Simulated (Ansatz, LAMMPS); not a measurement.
# Static equation of state of amorphous 59Ga2O3-41P2O5 (mol %) (64 atoms)

Density of this cell: 3.95 g/cm³. The cell holds 64 atoms: 13 Ga, 9 P and 42 O. Cell: a = 9.131 Å, b = 9.686 Å, c = 8.845 Å, α = 89.5°, β = 88.5°, γ = 86.7°. The starting structure: 64 atoms (13 Fe, 9 P, 42 O) placed at random at 3.33 g/cm³, melted at 5000 K for 10 ps at fixed volume with the Morse and Coulomb pair potential with partial charges (Pedone, Malavasi, Menziani, Cormack and Segre, J. Phys. Chem. B 110, 11780 (2006)). Quenched from 5000 K to 300 K at 100 K/ps and fixed volume, held 10 ps at zero pressure, then minimised at fixed cell. Then Fe was replaced by Ga and the cell scaled by 1.005 (the potential has no terms for the new elements, so the cell is a start for a DFT relaxation).

Calculated with Ansatz 0.2.0: Kohn-Sham DFT, PBE, PAW (set soft_1), plane waves; cutoff 420 eV, Γ point, fixed occupations. Cell and atoms were relaxed first, to V0 = 12.198 Å³ an atom at a residual P0 = -0.003 GPa. The cell was then scaled evenly, and the atoms were relaxed at each volume.

| volume (Å³/atom) | pressure (GPa) |
| --- | --- |
| 10.978 | ? |
| 11.466 | 4.973 |
| 11.832 | 2.301 |
| 12.564 | 0.1170 |
| 12.930 | -1.149 |

Task: Fit the third-order Birch–Murnaghan equation to the rows given and extrapolate to the withheld row.

Worked fit:

Take the Eulerian strain f = ½[(V0/V)^(2/3) − 1] and the normalised pressure F = (P − P0) / [3f(1 + 2f)^(5/2)]. The third-order Birch–Murnaghan equation is then the line F = B0 + (3/2)B0(B′ − 4) f, so u = f and v = F.

```
      u = f  v = F (GPa)
  0.0210562      71.0458
  0.0102567      71.1577
-0.00975646     -4.29142
 -0.0190507      22.1072
```

With n = 4: mean u = 6.2644e-4, mean v = 40.0048, Σ(u − ū)² = 0.0010051, Σ(u − ū)(v − v̄) = 1.7463. Slope b = 1.7463 / 0.0010051 = 1737.4; intercept a = v̄ − b ū = 38.916.

So B0 = a = 38.9 GPa and B′ = 4 + 2b/(3a) = 33.8. At the withheld volume f = 0.03638, F = a + b f = 102.1 GPa, and P = P0 + 3f(1 + 2f)^(5/2) F.

Prediction at 10.978: 13.28 GPa. The run gave 7.803 GPa, so the fit is high by 5.5 GPa (70 % of the value).

The series isn't one smooth equation of state: even a line fitted to all rows, the withheld one included, misses F by up to 658.3 %, the count of bonds changes along the series, an atom moves over 0.5 Å in some relaxation and a scaled cell ends below the relaxed one in energy. B0 and B′ are then only the numbers of this fit, not moduli of the material. Among the rows given, the largest miss of the fit is at 12.930, by 0.84 GPa (9.4 % of the range of the table).

Limits: Static cells at zero temperature; the cell shape is held. The program notes that the SCF threshold of these relaxations is loose for the stress. The quench rate of 100 K/ps is many orders above laboratory rates, so the cell is likely richer in defects and strain than a real sample. The network of bonds at the start is that of the classical potential that made the cell, and needn't be the one that DFT or experiment would give. Only the Γ point is sampled, in a cell whose shortest periodic width is 9 Å.

[Logs are printed without paths, hosts, clocks, repeated set-up lines and the standing remarks that a program may print on its own settings, such as how far it seeks lower states.]

[Hosts, paths, dates, database ids (printed as entryN), source tags and the programs' standing remarks are cut or masked in the printed files.]
